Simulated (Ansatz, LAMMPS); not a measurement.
# Charge trapping in amorphous 59Ga2O3-41P2O5 (mol %) (64 atoms), part 2 of 5

Aim: add and remove one electron in amorphous 59Ga2O3-41P2O5 (mol %) (64 atoms), with atoms held and relaxed, and read trapping energy and localisation.

Ansatz 0.2.0; Kohn-Sham DFT, PBE, PAW (set soft_1), plane waves.

The cell: 13 Ga, 9 P and 42 O. The quench rate of 100 K/ps is many orders above laboratory rates. The network of bonds at the start is that of the classical potential that made the cell. Only the Γ point is sampled, in a cell whose shortest periodic width is 9 Å.

So far. Step 2 (Single point at the start): The r.m.s. force at the start is 1.2 eV/Å. Step 3 (Relaxation): The relaxation converged after 10 steps, 6.67 eV below its start, with a largest force component of 0.042 eV/Å.

## 4. Single point at the relaxed geometry

One more single point at the end of the walk gives the fuller output and checks the residual forces.

input.yaml reads:

```yaml
crystal:
  lattice:
    - [9.20781, 0.0, 0.0]
    - [0.0, 9.20781, 0.0]
    - [0.0, 0.0, 9.20781]
  atoms:
    - { symbol: Ga, position: [0.44667, 0.25593, 0.89845] }
    - { symbol: Ga, position: [0.97902, 0.8846, 0.90038] }
    - { symbol: Ga, position: [0.06799, 0.87913, 0.26972] }
    - { symbol: Ga, position: [0.91865, 0.05213, 0.58856] }
    - { symbol: Ga, position: [0.58824, 0.94343, 0.34303] }
    - { symbol: Ga, position: [0.97074, 0.61123, 0.06688] }
    [... 52 atom lines left out ...]
    - { symbol: O, position: [0.38935, 0.6697, 0.58241] }
    - { symbol: O, position: [0.14323, 0.00641, 0.89892] }
    - { symbol: O, position: [0.75621, 0.45466, 0.96154] }
    - { symbol: O, position: [0.11265, 0.49004, 0.14381] }
    - { symbol: O, position: [0.20955, 0.39844, 0.69951] }
    - { symbol: O, position: [0.87182, 0.8412, 0.34204] }
kpoints:
  mp_grid: { grid: [1, 1, 1] }
hamiltonian:
  xc: pbe
  pseudopotentials: { kind: paw, azcp: { folder: soft_1 } }
scf:
  occupations: { method: fixed }
output:
  forces: true
  stress: true
  populations: true
  dos:
    method: { smearing: { sigma: 0.15 } }
    de: 0.1
    projected: { site_lists: { Ga: [Ga], O: [O], P: [P] } }
  eigenvalues: true
  write_density: true
  write_potential: true
  volumetric_format: npy
  elf: true
```

On the command line:

```console
> ansatz run input.yaml --threads 4 --pin off --max-ram 8192MiB --backend cpu --events-out ev --progress --plain --runs-dir out
```

Numbers of over 12 decimals in the logs are rounded to 6 here.

The program printed:

```text
[...]
Crystal: 64 atoms, lattice volume = 780.673 Å³
Basis set: ecut = 420 eV, 15275 PW (Γ), exchange–correlation on 128×128×128 points (8 copies of the dense FFT grid, shifted against one another)
Bands: 297, of which v1, the nominal top of the filled ones, is band 233 counted from 1 (232 counted from 0)
Symmetry: 1 space group operations
[...]
k-points: 1
[...]
SCF iter   1: F=—  HF=-79861.536827 eV  |F-HF|=—  |Δ(HF+E_count)|=         —  Δρ=1.24e-1  dr2=9.20e1  ethr=3.10e-3  ⟨swp⟩=5.0  Hψ=1125  notcnv=0  defer=62
[...]
SCF iter  13: F=-79831.398829 eV  HF=-79831.398829 eV  |F-HF|=3.62e-8  |Δ(HF+E_count)|=   2.66e-8  Δρ=3.33e-6  dr2=7.68e-8  ethr=2.15e-11  ⟨swp⟩=21.0  Hψ=3146  notcnv=0
SCF 1 converged in 13 iterations: F = -79831.398829 eV  dr2 = 7.68e-8
[...]
SCF converged after 13 iterations
Free energy (F): -79831.398829 eV
[...]
Internal energy: -79831.398829 eV  (E = F + TS)
E sigma→0 (E₀):  -79831.398829 eV
Fermi energy:    4.666754 eV
[...]
--- Forces (eV/Å), atoms counted from 1 ---
  atom   1  Ga     0.01797472    -0.01114162    -0.00451618
  atom   2  Ga    -0.01012946    -0.00532813    -0.02699235
  atom   3  Ga    -0.01836784     0.00259815     0.02752105
  atom   4  Ga     0.00298650    -0.02247609    -0.01885991
  atom   5  Ga    -0.00897770     0.00466612     0.00978816
  atom   6  Ga    -0.01128809    -0.00900029    -0.01744255
  atom   7  Ga    -0.01240917     0.00742331     0.02078980
  atom   8  Ga     0.03713042     0.00586464    -0.00037729
  atom   9  Ga     0.00519057    -0.01129208     0.01560634
  atom  10  Ga    -0.00817280    -0.02350109    -0.02633714
  atom  11  Ga    -0.03352643     0.00340899     0.01740892
  atom  12  Ga    -0.02638180     0.00816341    -0.03720836
  atom  13  Ga     0.00366973     0.00472584    -0.00006851
  atom  14  P      0.01005336    -0.01163496    -0.02459956
[...]
atom  63  O     -0.00787239    -0.01208910     0.00618080
  atom  64  O      0.03348203     0.02325065     0.00056815
  max |Σ_I F_I| component: 4.35e-5 eV/Å
--- Stress (GPa, compression-positive) ---
        1.178890      -0.513190       0.664134
       -0.513188      -0.657928       3.621756
        0.664132       3.621755       1.752356
  P = ⅓ Tr σ = 0.7578 GPa (7.578 kbar)
--- Band table (eV) ---
[...]
--- Löwdin populations: 64 sites ---
  site symbol       q [e]
     0     Ga     11.8554
     1     Ga     11.9072
     2     Ga     11.8999
[...]
63      O      6.7051
  spilling = 0.008697 (of n_electrons = 466.000000)
```

Wall time 12 s (4 threads of Arm Neoverse V2, shared host); peak memory 0.97 GiB; 46 s of CPU time.

The run gave:

```yaml
free_energy: -79831.3988 eV
free_energy_per_atom: -1247.3656 eV/atom
scf_cycles: 13
pressure: 0.7578 GPa
r_m_s_force_component: 0.01437 eV/Å
longest_force: 0.04948 eV/Å
fermi_energy: 4.667 eV
spacing_of_highest_filled_and_lowest_empty_level: 2.719 eV
spilling_of_the_projection: 0.008697
```

Löwdin charges by element and coordination (they lack the spilled electrons, 0.063 e an atom on average):

| element | coordination | atoms | mean charge (e) | spread | least | most |
| --- | --- | --- | --- | --- | --- | --- |
| Ga | all | 13 | 1.11 | 0.0301 | 1.05 | 1.15 |
| Ga | 4 | 6 | 1.10 | 0.039 | 1.05 | 1.15 |
| Ga | 5 | 6 | 1.11 | 0.0194 | 1.09 | 1.15 |
| Ga | 6 | 1 | 1.10 | 0 | 1.10 | 1.10 |
| O | all | 42 | -0.697 | 0.0176 | -0.746 | -0.655 |
| O | 2 | 30 | -0.702 | 0.0154 | -0.746 | -0.674 |
| O | 3 | 12 | -0.686 | 0.0179 | -0.719 | -0.655 |
| P | all | 9 | 2.10 | 0.0116 | 2.08 | 2.12 |

Density of states as counts of states in windows of 1 eV (from the Fermi level), total and the larger projections:

| from (eV) | to (eV) | total | O p | O s | Ga d |
| --- | --- | --- | --- | --- | --- |
| -18 | -17 | 24.5 | 0.3 | 17.7 | 1.4 |
| -17 | -16 | 5.2 | 0.0 | 3.8 | 0.7 |
| -16 | -15 | 0.0 | 0.0 | 0.0 | 0.0 |
| -15 | -14 | 0.1 | 0.0 | 0.0 | 0.1 |
| -14 | -13 | 82.6 | 1.5 | 0.6 | 79.9 |
| -13 | -12 | 46.2 | 0.7 | 1.2 | 43.7 |
| -12 | -11 | 1.1 | 0.0 | 0.2 | 0.9 |
| -11 | -10 | 0.0 | 0.0 | 0.0 | 0.0 |
| -10 | -9 | 4.0 | 2.2 | 0.4 | 0.1 |
| -9 | -8 | 8.9 | 5.0 | 1.1 | 0.2 |
| -8 | -7 | 12.6 | 7.6 | 1.0 | 0.2 |
| -7 | -6 | 15.3 | 9.9 | 0.9 | 0.2 |
| -6 | -5 | 25.2 | 17.2 | 1.6 | 0.3 |
| -5 | -4 | 25.2 | 18.1 | 1.7 | 0.3 |
| -4 | -3 | 29.8 | 24.5 | 1.1 | 0.2 |
| -3 | -2 | 37.8 | 33.7 | 0.8 | 0.2 |
| -2 | -1 | 49.8 | 46.7 | 0.5 | 0.3 |
| -1 | 0 | 41.1 | 39.6 | 0.3 | 0.2 |
| 0 | 1 | 2.4 | 2.3 | 0.0 | 0.0 |
| 1 | 2 | 0.0 | 0.0 | 0.0 | 0.0 |
| 2 | 3 | 2.0 | 0.2 | 0.5 | 0.0 |
| 3 | 4 | 0.0 | 0.0 | 0.0 | 0.0 |
| 4 | 5 | 7.6 | 1.7 | 0.9 | 0.0 |

With fixed occupations the program's Fermi level is the highest filled level; weight inside the gap is the broadening of levels at its edges.

Between -22 and -18 eV lie 54 more states.

The levels nearest the highest filled one (over half full), pooled over k-points and spins:

| level less the highest filled one (eV) | occupation |
| --- | --- |
| -0.255 | 2 |
| -0.235 | 2 |
| -0.217 | 2 |
| -0.148 | 2 |
| -0.0521 | 2 |
| 0 | 2 |
| 2.72 | 0 |
| 4.41 | 0 |
| 4.56 | 0 |
| 4.73 | 0 |
| 4.89 | 0 |
| 5.29 | 0 |

ELF in the ab plane at fractional z = 0.342, with atoms of Ga and P and O within 0.2 Å of it. It is the smooth field of the valence electrons, not physical close to the nuclei.

Ten even steps from '_' (0.00) to '@' (0.86), each cell a mean:
```
__..::==--....==%%@@%%@@**::______....____....______
....::::--....++%%%%**@@**::______....__--##%%##++..
......::..____==%%@@@@@@**::..__....__..**@@@@@@%%==
..........____..**@@@@##--....::--::....**%%++++@@**
....::--++==::__..==++::__..==%%%%##==::**%%####%%++
__::**%%@@@@**::__________--%%@@##%%%%++--%%@@%%**--
__++@@%%##@@%%==__________++@@%%==##@@**__..++++--__
..##@@%%**%%%%==..________==@@@@%%%%%%==____::--..__
__++%%@@%%%%**--..________::**%%%%**++--::--++==..__
__::==****++==--::..________::----::..::--====--..__
____..::--==**##++--__________________....::::::..__
______..==%%@@@@%%**::______________________________
______::++%%%%##%%%%==______________..::::::..______
______..**@@%%%%@@%%++..__________..++##%%%%**--..__
______..++%%@@@@@@##--____________::##@@@@@@@@**::__
________--**####**==..____________::**%%@@%%%%++::__
__________........________________..--##@@@@##--..__
____________________________--====----==++++==::..__
..____________..::::..____::##@@@@####==____::==--::
--__________..--====..____--%%@@%%##@@##..::##%%##**
++____________::--::______--%%@@**++%%##--##@@%%@@@@
++____________....________..++%%%%%%%%==::**@@@@@@@@
::____________..::----::....::==**##++::..++%%@@@@%%
__..::::::....--**%%%%##==........::::____..--++++::
```
Columns run along a (9.2 Å), rows up along b (9.2 Å). Atoms in or near the plane, at fractional coordinates: Ga at (0.59, 0.94), P at (0.80, 0.21), P at (0.79, 0.70), O at (0.38, 0.93), O at (0.64, 0.14), O at (0.16, 0.70), O at (0.62, 0.72), O at (0.87, 0.84).

Valence density in the ab plane at fractional z = 0.342, with atoms of Ga and P and O within 0.2 Å of it. It is the smooth field of the valence electrons, not physical close to the nuclei.

Ten steps, logarithmic in the rise over the least value, from '_' (0 e/Å³) to '@' (33 e/Å³), each cell a mean:
```
__........____..--++++==::--##@@##--..______________
..::::::..____..--****++::--##@@%%--..____..::::....
..::--::..____..::==++--::..--++==..____..--++++--..
..::::....______..::::....__..::::..__..::==****==::
............________________..::--::....::==++++--..
__..::--==--..______________::++**++--::::------::..
__..--++**==::____________..--++**++==::....::....__
__..--++**++::..____________::==++==--::........____
____::--==--::..____________..::::::......::::..____
____....::::....______________________........______
________..::::::..________________________..________
________..::====--..________________________________
________..--++++==::________________________________
________..--++**==::__________________..::::..______
__________..----::..________________..::----::..____
____________......__________________..::====::..____
____________________________________..::----::..____
________________________________......::::::::..____
______________________________::----::::....::....__
____________________________..==++++==--..::----::..
____________________________::==****==::::::--==--::
____________________________..--++==--....::--====::
____________________________..::::::..____..::----..
______..______....::::::....--==--..________......__
```
Columns run along a (9.2 Å), rows up along b (9.2 Å). Atoms in or near the plane, at fractional coordinates: Ga at (0.59, 0.94), P at (0.80, 0.21), P at (0.79, 0.70), O at (0.38, 0.93), O at (0.64, 0.14), O at (0.16, 0.70), O at (0.62, 0.72), O at (0.87, 0.84).

The highest filled and lowest empty levels differ by 2.72 eV (at Γ alone); a semilocal functional tends to put such gaps too low. In a disordered cell it changes from sample to sample, and tail or defect levels can set it. Mean Löwdin charges: Ga +1.11, O -0.70, P +2.10 e (they miss 0.87 % of the electrons, so they add up to more than the cell's charge).

(Continued in part 3 of 5.)

[Logs are printed without paths, hosts, clocks, repeated set-up lines and the standing remarks that a program may print on its own settings, such as how far it seeks lower states.]

[Hosts, paths, dates, database ids (printed as entryN), source tags and the programs' standing remarks are cut or masked in the printed files.]
